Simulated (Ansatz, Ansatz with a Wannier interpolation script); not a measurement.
Planning a run of Ansatz 0.2.0 on FeSe2 (Ferroselite). The input:

```yaml
crystal:
  lattice:
    - [4.8002, 0.0, 0.0]
    - [0.0, 5.7823, 0.0]
    - [0.0, 0.0, 3.5834]
  atoms:
    - { symbol: Fe, position: [0.0, 0.0, 0.0] }
    - { symbol: Fe, position: [0.5, 0.5, 0.5] }
    - { symbol: Se, position: [0.2127, 0.3701, 0.0] }
    - { symbol: Se, position: [0.7873, 0.6299, 0.0] }
    - { symbol: Se, position: [0.7127, 0.1299, 0.5] }
    - { symbol: Se, position: [0.2873, 0.8701, 0.5] }
kpoints:
  mp_grid: { grid: [4, 4, 6] }
  band_path:
    path:
      - [[0.0, 0.0, 0.0], [0.5, 0.0, 0.0], [0.5, 0.5, 0.0], [0.0, 0.5, 0.0], [0.0, 0.0, 0.0], [0.0, 0.0, 0.5], [0.5, 0.0, 0.5], [0.5, 0.5, 0.5], [0.0, 0.5, 0.5], [0.0, 0.0, 0.5]]
      - [[0.5, 0.0, 0.0], [0.5, 0.0, 0.5]]
      - [[0.0, 0.5, 0.0], [0.0, 0.5, 0.5]]
      - [[0.5, 0.5, 0.0], [0.5, 0.5, 0.5]]
    npoints: 10
hamiltonian:
  xc: lda
  pseudopotentials: { kind: paw, azcp: { folder: soft_1 }, xc_functional: pbe }
scf:
  occupations: { method: fermi_dirac, width: 0.02 }
  n_extra_bands: 52
output:
  eigenvalues: true
  fatbands: true
  write_density: true
  write_potential: true
  elf: true
  volumetric_format: npy
```

The database entry behind the starting cell differs from later determinations by our own check (old inner coordinates), so it need not match the best structure at ambient conditions.

```sh
ansatz run input.yaml --threads 4 --pin off --max-ram 18432MiB --backend cpu --events-out ev --progress --plain --runs-dir out
```

**Question.** Estimate wall time and host memory on 4 threads of Arm Neoverse V1, shared host.

It took 28 s; on shared hardware allow 14 s to 56 s. Peak host memory was 0.95 GiB. The sizes that set the cost: 1925 plane waves a state, 36 irreducible k points and 10 SCF cycles.

[Paths, hosts, dates, memory and timing lines, banners, echoed tables and standing remarks are left out of the program output.]

[Logs are printed without paths, hosts, clocks, repeated set-up lines and the standing remarks that a program may print on its own settings, such as how far it seeks lower states.]

[Runs of the session that timed out or met a known fault of the program may be left out.]

[Hosts, paths, dates, database ids (printed as entryN), source tags and the programs' standing remarks are cut or masked in the printed files.]
